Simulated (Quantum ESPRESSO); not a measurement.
# NiS2 (Vaesite): parallel and opposed starts, part 2 of 2

Wanted: the moments of NiS2 (Vaesite) and the energy of each order that was tried.

Quantum ESPRESSO 7.5; LDA with U = 6 eV on Ni d (ortho-atomic projectors); plane waves with GBRV 1.5 LDA potentials, no spin-orbit coupling.

So far, absolute magnetization (μB): step 2 (start 1: ferro ++++) 7.78.

## Step 3: Run 2 (antiferro ++−−)

pw.in reads:

```
&CONTROL
  calculation = 'scf'
  prefix = 'pwscf'
  outdir = './tmp'
  pseudo_dir = './pseudo'
  disk_io = 'nowf'
/
&SYSTEM
  ibrav = 0
  nat = 12
  ntyp = 3
  ecutwfc = 40
  ecutrho = 280
  nbnd = 76
  occupations = 'smearing'
  smearing = 'fd'
  degauss = 0.00367493
  nspin = 2
  starting_magnetization(1) = 0.1111
  starting_magnetization(2) = -0.1111
  starting_magnetization(3) = 0
/
&ELECTRONS
  conv_thr = 2.4d-08
  electron_maxstep = 150
  mixing_beta = 0.3
/
ATOMIC_SPECIES
Ni1    58.6934 ni_lda_v1.4.uspp.F.UPF
Ni2    58.6934 ni_lda_v1.4.uspp.F.UPF
S      32.0600 s_lda_v1.4.uspp.F.UPF
CELL_PARAMETERS angstrom
   5.6873000000    0.0000000000    0.0000000000
   0.0000000000    5.6873000000    0.0000000000
   0.0000000000    0.0000000000    5.6873000000
ATOMIC_POSITIONS crystal
Ni1     0.0000000000    0.0000000000    0.0000000000
Ni1     0.5000000000    0.0000000000    0.5000000000
Ni2     0.5000000000    0.5000000000    0.0000000000
Ni2     0.0000000000    0.5000000000    0.5000000000
S       0.3955000000    0.3955000000    0.3955000000
S       0.1045000000    0.6045000000    0.8955000000
S       0.8955000000    0.1045000000    0.6045000000
S       0.6045000000    0.8955000000    0.1045000000
S       0.6045000000    0.6045000000    0.6045000000
S       0.8955000000    0.3955000000    0.1045000000
S       0.1045000000    0.8955000000    0.3955000000
S       0.3955000000    0.1045000000    0.8955000000
K_POINTS automatic
4 4 4 0 0 0
HUBBARD {ortho-atomic}
U Ni1-3d 6.0000
U Ni2-3d 6.0000
```

Started as:

```console
$ OMP_NUM_THREADS=1 mpirun -n 4 pw.x -nk 4 -in pw.in > pw.out
```

The program printed:

```text
[banner, memory and clock lines left out]
Program PWSCF v.7.5 starts

     Message from routine setup:
     using ibrav=0 with symmetry is DISCOURAGED, use correct ibrav instead

     bravais-lattice index     =            0
     lattice parameter (alat)  =      10.7474  a.u.
     unit-cell volume          =    1241.4094 (a.u.)^3
     number of atoms/cell      =           12
     number of atomic types    =            3
     number of electrons       =       120.00
     number of Kohn-Sham states=           76
     kinetic-energy cutoff     =      40.0000  Ry
     charge density cutoff     =     280.0000  Ry
     scf convergence threshold =      2.4E-08
     mixing beta               =       0.3000
     number of iterations used =            8  plain     mixing
     Exchange-correlation=  SLA  PZ   NOGX NOGC
                           (   1   1   0   0   0   0   0)
     Hubbard projectors: ortho-atomic
     Hubbard parameters of DFT+U (Dudarev formulation) in eV:
     U(Ni1-3d) =  6.0000
     U(Ni2-3d) =  6.0000

     Internal variables: lda_plus_u =T, lda_plus_u_kind = 0

     Internal variables: orbital_resolved =F, hub_pot_fix =F, apply_U = F

     celldm(1)=  10.747439  celldm(2)=   0.000000  celldm(3)=   0.000000
     celldm(4)=   0.000000  celldm(5)=   0.000000  celldm(6)=   0.000000

     crystal axes: (cart. coord. in units of alat)
               a(1) = (   1.000000   0.000000   0.000000 )
               a(2) = (   0.000000   1.000000   0.000000 )
               a(3) = (   0.000000   0.000000   1.000000 )

     reciprocal axes: (cart. coord. in units 2 pi/alat)
               b(1) = (  1.000000  0.000000  0.000000 )
               b(2) = (  0.000000  1.000000  0.000000 )
               b(3) = (  0.000000  0.000000  1.000000 )

     PseudoPot. # 1 for Ni read from file:
     ni_lda_v1.4.uspp.F.UPF
     Pseudo is Ultrasoft + core correction, Zval = 18.0

     PseudoPot. # 2 for Ni read from file:
     ni_lda_v1.4.uspp.F.UPF
     Pseudo is Ultrasoft + core correction, Zval = 18.0

     PseudoPot. # 3 for S  read from file:
     s_lda_v1.4.uspp.F.UPF
     Pseudo is Ultrasoft + core correction, Zval =  6.0

     atomic species   valence    mass     pseudopotential
     Ni1              18.00    58.69340     Ni( 1.00)
     Ni2              18.00    58.69340     Ni( 1.00)
     S                 6.00    32.06000     S ( 1.00)

     Starting magnetic structure
     atomic species   magnetization
     Ni1             0.111
     Ni2            -0.111
     S               0.000

      4 Sym. Ops., with inversion, found ( 2 have fractional translation)

   Cartesian axes

     site n.     atom                  positions (alat units)
         1        Ni1    tau(   1) = (   0.0000000   0.0000000   0.0000000  )
         2        Ni1    tau(   2) = (   0.5000000   0.0000000   0.5000000  )
         3        Ni2    tau(   3) = (   0.5000000   0.5000000   0.0000000  )
         4        Ni2    tau(   4) = (   0.0000000   0.5000000   0.5000000  )
         5        S      tau(   5) = (   0.3955000   0.3955000   0.3955000  )
         6        S      tau(   6) = (   0.1045000   0.6045000   0.8955000  )
         7        S      tau(   7) = (   0.8955000   0.1045000   0.6045000  )
         8        S      tau(   8) = (   0.6045000   0.8955000   0.1045000  )
         9        S      tau(   9) = (   0.6045000   0.6045000   0.6045000  )
        10        S      tau(  10) = (   0.8955000   0.3955000   0.1045000  )
        11        S      tau(  11) = (   0.1045000   0.8955000   0.3955000  )
        12        S      tau(  12) = (   0.3955000   0.1045000   0.8955000  )

     number of k points=    30  Fermi-Dirac smearing, width (Ry)=  0.0037
                       cart. coord. in units 2pi/alat
        k(    1) = (   0.0000000   0.0000000   0.0000000), wk =   0.0156250
        k(    2) = (   0.0000000   0.0000000   0.2500000), wk =   0.0312500
        k(    3) = (   0.0000000   0.0000000  -0.5000000), wk =   0.0156250
        k(    4) = (   0.0000000   0.2500000   0.2500000), wk =   0.0625000
        k(    5) = (   0.0000000   0.2500000  -0.5000000), wk =   0.0312500
        [... 25 further k-points ...]

     Dense  grid:    98289 G-vectors     FFT dimensions: (  60,  60,  60)

     Smooth grid:    42499 G-vectors     FFT dimensions: (  48,  45,  48)

     Check: negative core charge=   -0.000007
     Generating pointlists ...
     new r_m :   0.1742 (alat units)  1.8718 (a.u.) for type    1
     new r_m :   0.1742 (alat units)  1.8718 (a.u.) for type    2
     new r_m :   0.1493 (alat units)  1.6049 (a.u.) for type    3

     Initial potential from superposition of free atoms

     starting charge     111.9997, renormalised to     120.0000

     STARTING HUBBARD OCCUPATIONS:

     =================== HUBBARD OCCUPATIONS ===================
     ------------------------ ATOM    1 ------------------------
     Tr[ns(  1)] (up, down, total) =   5.00000  3.00000  8.00000
     Atomic magnetic moment for atom   1 =   2.00000
     [... lines left out ...]
     ------------------------ ATOM    2 ------------------------
     Tr[ns(  2)] (up, down, total) =   5.00000  3.00000  8.00000
     Atomic magnetic moment for atom   2 =   2.00000
     [... lines left out ...]
     ------------------------ ATOM    3 ------------------------
     Tr[ns(  3)] (up, down, total) =   3.00000  5.00000  8.00000
     Atomic magnetic moment for atom   3 =  -2.00000
     [... lines left out ...]
     ------------------------ ATOM    4 ------------------------
     Tr[ns(  4)] (up, down, total) =   3.00000  5.00000  8.00000
     Atomic magnetic moment for atom   4 =  -2.00000
     [... lines left out ...]
     Number of occupied Hubbard levels =   32.0000

     Atomic wfc used for Hubbard projectors are orthogonalized

     Starting wfcs are   84 randomized atomic wfcs

     Self-consistent Calculation

     iteration #  1     ecut=    40.00 Ry     beta= 0.30
     Davidson diagonalization with overlap
     ethr =  1.00E-02,  avg # of iterations =  5.7

     =================== HUBBARD OCCUPATIONS ===================
     ------------------------ ATOM    1 ------------------------
     Tr[ns(  1)] (up, down, total) =   1.86441  0.57838  2.44278
     Atomic magnetic moment for atom   1 =   1.28603
     [... lines left out ...]
     ------------------------ ATOM    2 ------------------------
     Tr[ns(  2)] (up, down, total) =   1.86441  0.57838  2.44278
     Atomic magnetic moment for atom   2 =   1.28603
     [... lines left out ...]
     ------------------------ ATOM    3 ------------------------
     Tr[ns(  3)] (up, down, total) =   0.57774  1.86324  2.44098
     Atomic magnetic moment for atom   3 =  -1.28549
     [... lines left out ...]
     ------------------------ ATOM    4 ------------------------
     Tr[ns(  4)] (up, down, total) =   0.57774  1.86324  2.44098
     Atomic magnetic moment for atom   4 =  -1.28549
     [... lines left out ...]
     Number of occupied Hubbard levels =    9.7675

     total energy              =   -1512.12988351 Ry
     estimated scf accuracy    <     151.37214219 Ry

     total magnetization       =     0.01 Bohr mag/cell
     absolute magnetization    =     6.04 Bohr mag/cell

     iteration #  2     ecut=    40.00 Ry     beta= 0.30
     Davidson diagonalization with overlap
     ethr =  1.00E-02,  avg # of iterations =  4.0

     total energy              =   -1562.20928967 Ry
     estimated scf accuracy    <      78.36673533 Ry

     total magnetization       =    -0.00 Bohr mag/cell
     absolute magnetization    =     0.44 Bohr mag/cell

     [... further iterations left out ...]

     iteration # 22     ecut=    40.00 Ry     beta= 0.30
     Davidson diagonalization with overlap
     ethr =  2.14E-10,  avg # of iterations =  2.9

     total energy              =   -1565.09263685 Ry
     estimated scf accuracy    <       0.00000005 Ry

     total magnetization       =    -0.00 Bohr mag/cell
     absolute magnetization    =     6.56 Bohr mag/cell

     iteration # 23     ecut=    40.00 Ry     beta= 0.30
     Davidson diagonalization with overlap
     ethr =  4.11E-11,  avg # of iterations =  4.7

     Magnetic moment per site  (integrated on atomic sphere of radius R)
     atom   1 (R=0.174)  charge= 16.3871  magn=  1.3723
     atom   2 (R=0.174)  charge= 16.3871  magn=  1.3723
     atom   3 (R=0.174)  charge= 16.3871  magn= -1.3723
     atom   4 (R=0.174)  charge= 16.3871  magn= -1.3723
     atom   5 (R=0.149)  charge=  3.0689  magn= -0.0439
     atom   6 (R=0.149)  charge=  3.0689  magn= -0.0439
     atom   7 (R=0.149)  charge=  3.0689  magn=  0.0439
     atom   8 (R=0.149)  charge=  3.0689  magn=  0.0439
     atom   9 (R=0.149)  charge=  3.0689  magn= -0.0439
     atom  10 (R=0.149)  charge=  3.0689  magn= -0.0439
     atom  11 (R=0.149)  charge=  3.0689  magn=  0.0439
     atom  12 (R=0.149)  charge=  3.0689  magn=  0.0439

     End of self-consistent calculation

     =================== HUBBARD OCCUPATIONS ===================
     ------------------------ ATOM    1 ------------------------
     Tr[ns(  1)] (up, down, total) =   4.92398  3.57169  8.49567
     Atomic magnetic moment for atom   1 =   1.35229
     [... lines left out ...]
     ------------------------ ATOM    2 ------------------------
     Tr[ns(  2)] (up, down, total) =   4.92398  3.57169  8.49567
     Atomic magnetic moment for atom   2 =   1.35229
     [... lines left out ...]
     ------------------------ ATOM    3 ------------------------
     Tr[ns(  3)] (up, down, total) =   3.57168  4.92398  8.49566
     Atomic magnetic moment for atom   3 =  -1.35230
     [... lines left out ...]
     ------------------------ ATOM    4 ------------------------
     Tr[ns(  4)] (up, down, total) =   3.57168  4.92398  8.49566
     Atomic magnetic moment for atom   4 =  -1.35230
     [... lines left out ...]
     Number of occupied Hubbard levels =   33.9827

     [... lines left out ...]
     the Fermi energy is    10.8369 ev

!    total energy              =   -1565.09263690 Ry
     estimated scf accuracy    <       0.00000002 Ry
     smearing contrib. (-TS)   =      -0.00040840 Ry
     internal energy E=F+TS    =   -1565.09222850 Ry

     The total energy is F=E-TS. E is the sum of the following terms:
     one-electron contribution =   -1140.72910154 Ry
     hartree contribution      =     626.03996545 Ry
     xc contribution           =    -207.89073314 Ry
     ewald contribution        =    -843.03265995 Ry
     Hubbard energy            =       0.52030068 Ry

     total magnetization       =    -0.00 Bohr mag/cell
     absolute magnetization    =     6.56 Bohr mag/cell

     convergence has been achieved in  23 iterations
```

Wall time 5.1 min (4 MPI ranks of Intel Xeon Platinum 8488C (Sapphire Rapids), shared host); peak memory 1.3 GiB.

Spin moment in the atom's sphere by atom:

```
atom  spin moment in the atom's sphere (μB)
 Ni1                                   1.37
 Ni2                                   1.37
 Ni3                                  -1.37
 Ni4                                  -1.37
  S5                                  -0.04
  S6                                  -0.04
  S7                                   0.04
  S8                                   0.04
  S9                                  -0.04
 S10                                  -0.04
 S11                                   0.04
 S12                                   0.04
```

Read from the output:

```
smearing term TS       : 0.005557 eV
magnetization          : 0 μB
absolute magnetization : 6.56 μB
final state            : antiferromagnetic
```

Spin density in the ac plane at fractional y = 0.000, with atoms of Ni within 0.2 Å of it.

Values in e/Å³, 16 rows by 16 columns, each cell a mean:
```
2.7 1.0 0.2 0.0 0.0 0.0 0.0 0.0 0.0 0.0 0.0 0.0 0.0 0.0 0.2 1.7
0.4 0.1 0.0 0.0 0.0 0.0 0.0 0.0 0.0 0.0 0.0 0.0 0.0 0.0 0.1 0.4
0.0 0.0 0.0 0.0 0.0 0.0 0.0 0.0 0.0 0.0 0.0 0.0 0.0 0.0 0.0 0.0
0.0 0.0 0.0 0.0 0.0 0.0 0.0 0.0 0.0 0.0 0.0 0.0 0.0 0.0 0.0 0.0
0.0 0.0 0.0 0.0 0.0 0.0 0.0 0.0 0.0 0.0 0.0 0.0 0.0 0.0 0.0 0.0
0.0 0.0 0.0 0.0 0.0 0.0 0.0 0.2 0.1 0.0 0.0 0.0 0.0 0.0 0.0 0.0
0.0 0.0 0.0 0.0 0.0 0.0 0.1 1.1 1.3 0.3 0.1 0.0 0.0 0.0 0.0 0.0
0.0 0.0 0.0 0.0 0.0 0.0 0.4 2.8 4.2 1.8 0.2 0.0 0.0 0.0 0.0 0.0
0.0 0.0 0.0 0.0 0.0 0.0 0.4 1.5 3.1 0.6 0.1 0.0 0.0 0.0 0.0 0.0
0.0 0.0 0.0 0.0 0.0 0.0 0.0 0.1 0.6 0.2 0.0 0.0 0.0 0.0 0.0 0.0
0.0 0.0 0.0 0.0 0.0 0.0 0.0 0.0 0.1 0.0 0.0 0.0 0.0 0.0 0.0 0.0
0.0 0.0 0.0 0.0 0.0 0.0 0.0 0.0 0.0 0.0 0.0 0.0 0.0 0.0 0.0 0.0
0.0 0.0 0.0 0.0 0.0 0.0 0.0 0.0 0.0 0.0 0.0 0.0 0.0 0.0 0.0 0.0
0.2 0.1 0.0 0.0 0.0 0.0 0.0 0.0 0.0 0.0 0.0 0.0 0.0 0.0 0.0 0.0
1.9 0.4 0.0 0.0 0.0 0.0 0.0 0.0 0.0 0.0 0.0 0.0 0.0 0.0 0.2 0.5
4.2 1.4 0.2 0.0 0.0 0.0 0.0 0.0 0.0 0.0 0.0 0.0 0.0 0.1 0.6 3.1
```
Columns run along a (5.7 Å), rows up along c (5.7 Å). Atoms in or near the plane, at fractional coordinates: Ni at (0.00, 0.00), Ni at (0.50, 0.50).

Valence density in the ac plane at fractional y = 0.000, with atoms of Ni within 0.2 Å of it. It is the smooth field of the valence electrons, not physical close to the nuclei.

Values in e/Å³, 16 rows by 16 columns, each cell a mean:
```
27  8  1  0  1  1  1  1  1  1  0  0  0  0  3 18
 4  1  0  0  1  1  1  1  1  0  0  0  0  0  1  2
 0  0  0  0  0  1  1  1  1  0  0  0  0  0  0  0
 0  0  0  0  0  0  1  1  0  0  0  0  0  0  0  0
 0  0  0  0  0  0  0  0  0  0  0  0  0  1  1  1
 1  0  0  0  0  0  0  1  1  1  0  0  1  1  1  1
 1  0  0  0  0  0  1  8 13  4  1  0  1  1  1  1
 1  1  1  0  0  0  4 27 38 13  1  0  0  1  1  1
 1  1  1  1  0  0  2 18 27  8  1  0  0  0  1  1
 1  1  1  1  0  0  1  3  4  1  0  0  0  0  0  1
 1  1  1  1  0  0  0  0  0  0  0  0  0  0  0  0
 0  1  1  0  0  0  0  0  0  0  0  0  0  0  0  0
 0  0  0  0  0  0  0  0  1  1  1  1  0  0  0  0
 1  1  0  0  0  0  0  0  1  1  1  1  0  0  0  1
13  4  1  0  0  0  0  1  1  1  1  1  0  0  1  9
38 13  1  0  0  1  1  1  1  1  1  1  0  0  4 27
```
Columns run along a (5.7 Å), rows up along c (5.7 Å). Atoms in or near the plane, at fractional coordinates: Ni at (0.00, 0.00), Ni at (0.50, 0.50).

## Step 4: Run 3 (ferri +++−)

pw.in, as its differences from that of step 3:

```diff
@@ -13,3 +13,3 @@
   ecutrho = 280
-  nbnd = 76
+  nbnd = 78
   occupations = 'smearing'
@@ -38,3 +38,3 @@
 Ni1     0.5000000000    0.0000000000    0.5000000000
-Ni2     0.5000000000    0.5000000000    0.0000000000
+Ni1     0.5000000000    0.5000000000    0.0000000000
 Ni2     0.0000000000    0.5000000000    0.5000000000
```

The program printed:

```text
     [... lines left out ...]
Program PWSCF v.7.5 starts
     [... lines left out ...]
     number of atoms/cell      =           12
     [... lines left out ...]
     number of electrons       =       120.00
     number of Kohn-Sham states=           78
     kinetic-energy cutoff     =      40.0000  Ry
     charge density cutoff     =     280.0000  Ry
     scf convergence threshold =      2.4E-08
     [... lines left out ...]
      6 Sym. Ops., with inversion, found ( 4 have fractional translation)
     [... lines left out ...]
     number of k points=    14  Fermi-Dirac smearing, width (Ry)=  0.0037
     [... lines left out ...]
     iteration # 26     ecut=    40.00 Ry     beta= 0.30
     [... lines left out ...]
     Magnetic moment per site  (integrated on atomic sphere of radius R)
     atom   1 (R=0.174)  charge= 16.3807  magn=  1.4049
     atom   2 (R=0.174)  charge= 16.3807  magn=  1.4049
     atom   3 (R=0.174)  charge= 16.3807  magn=  1.4049
     atom   4 (R=0.174)  charge= 16.3911  magn= -1.3379
     atom   5 (R=0.149)  charge=  3.0683  magn=  0.0549
     atom   6 (R=0.149)  charge=  3.0683  magn=  0.0549
     atom   7 (R=0.149)  charge=  3.0683  magn=  0.0549
     atom   8 (R=0.149)  charge=  3.0737  magn=  0.1288
     atom   9 (R=0.149)  charge=  3.0683  magn=  0.0549
     atom  10 (R=0.149)  charge=  3.0683  magn=  0.0549
     atom  11 (R=0.149)  charge=  3.0683  magn=  0.0549
     atom  12 (R=0.149)  charge=  3.0737  magn=  0.1288
     [... lines left out ...]
     Tr[ns(  1)] (up, down, total) =   4.93060  3.55222  8.48282
     [... lines left out ...]
     Tr[ns(  2)] (up, down, total) =   4.93060  3.55222  8.48282
     [... lines left out ...]
     Tr[ns(  3)] (up, down, total) =   4.93060  3.55222  8.48282
     [... lines left out ...]
     Tr[ns(  4)] (up, down, total) =   3.58959  4.91577  8.50536
     [... lines left out ...]
     the Fermi energy is    10.7618 ev
!    total energy              =   -1565.08670738 Ry
     estimated scf accuracy    <       0.00000002 Ry
     smearing contrib. (-TS)   =      -0.00076265 Ry
     [... lines left out ...]
     total magnetization       =     3.92 Bohr mag/cell
     absolute magnetization    =     6.89 Bohr mag/cell
     convergence has been achieved in  26 iterations
```

The job ended after 2.8 min (4 MPI ranks; peak memory 1.1 GiB; 11 min of CPU time).

Spin moment in the atom's sphere by atom:

```
atom  spin moment in the atom's sphere (μB)
 Ni1                                   1.40
 Ni2                                   1.40
 Ni3                                   1.40
 Ni4                                  -1.34
  S5                                   0.05
  S6                                   0.05
  S7                                   0.05
  S8                                   0.13
  S9                                   0.05
 S10                                   0.05
 S11                                   0.05
 S12                                   0.13
```

Read from the output:

```
smearing term TS       : 0.01038 eV
magnetization          : 3.919 μB
absolute magnetization : 6.891 μB
final state            : ferrimagnetic
```

## Step 5: The states side by side

An order is kept where moments of 0.15 μB or more survive with the typed signs; meshes match where a doubled cell samples the same k points as the first cell.

Ferrimagnetic means that a moment over 0.15 μB on a transition or rare-earth metal, induced ones included, opposes the net moment. Orders:

```
         start        final state  typed order kept  energy over the lowest (meV a seeded atom)  largest site moment (μB)  net moment (μB a cell of the first run)  mesh matched  CPU time (s)
    ferro ++++      ferromagnetic               yes                                       77.78                     1.439                                    7.737           yes         503.9
antiferro ++--  antiferromagnetic               yes                                           0                     1.372                                        0           yes          1213
    ferri +++-      ferrimagnetic               yes                                       20.17                     1.405                                    3.919           yes         665.1
```

## Step 6: Occupations of the corrected shells in the lowest state

Occupations of the Hubbard shells:

```
block  type  shell  spin  electrons             occupation numbers
    1   Ni1     3d    up      4.924  0.981 0.982 0.985 0.987 0.989
    1   Ni1     3d  down      3.572  0.314 0.336 0.970 0.972 0.979
    2   Ni1     3d    up      4.924  0.981 0.982 0.985 0.987 0.989
    2   Ni1     3d  down      3.572  0.314 0.336 0.970 0.972 0.979
    3   Ni2     3d    up      3.572  0.314 0.336 0.970 0.972 0.979
    3   Ni2     3d  down      4.924  0.981 0.982 0.985 0.987 0.989
    4   Ni2     3d    up      3.572  0.314 0.336 0.970 0.972 0.979
    4   Ni2     3d  down      4.924  0.981 0.982 0.985 0.987 0.989
```

## Step 7: Summary of results

```yaml
lowest_state_found: antiferromagnetic (from antiferro ++--)
largest_site_moment: 1.37 μB
next_state_with_moments: ferrimagnetic, 20.2 meV a seeded atom higher
```

Only these 3 starts were compared; other wavevectors, canted and longer-period orders were not.

[Logs and program files are shortened in this print: banners, set-up blocks, solver, clock and traceback lines can be left out without a mark of their own.]

[Logs are printed without paths, hosts, clocks, repeated set-up lines and the standing remarks that a program may print on its own settings, such as how far it seeks lower states.]

[Hosts, paths, dates, database ids (printed as entryN), source tags and the programs' standing remarks are cut or masked in the printed files.]

[Where a cell is said to come from a database of computed structures, the database is the Materials Project.]
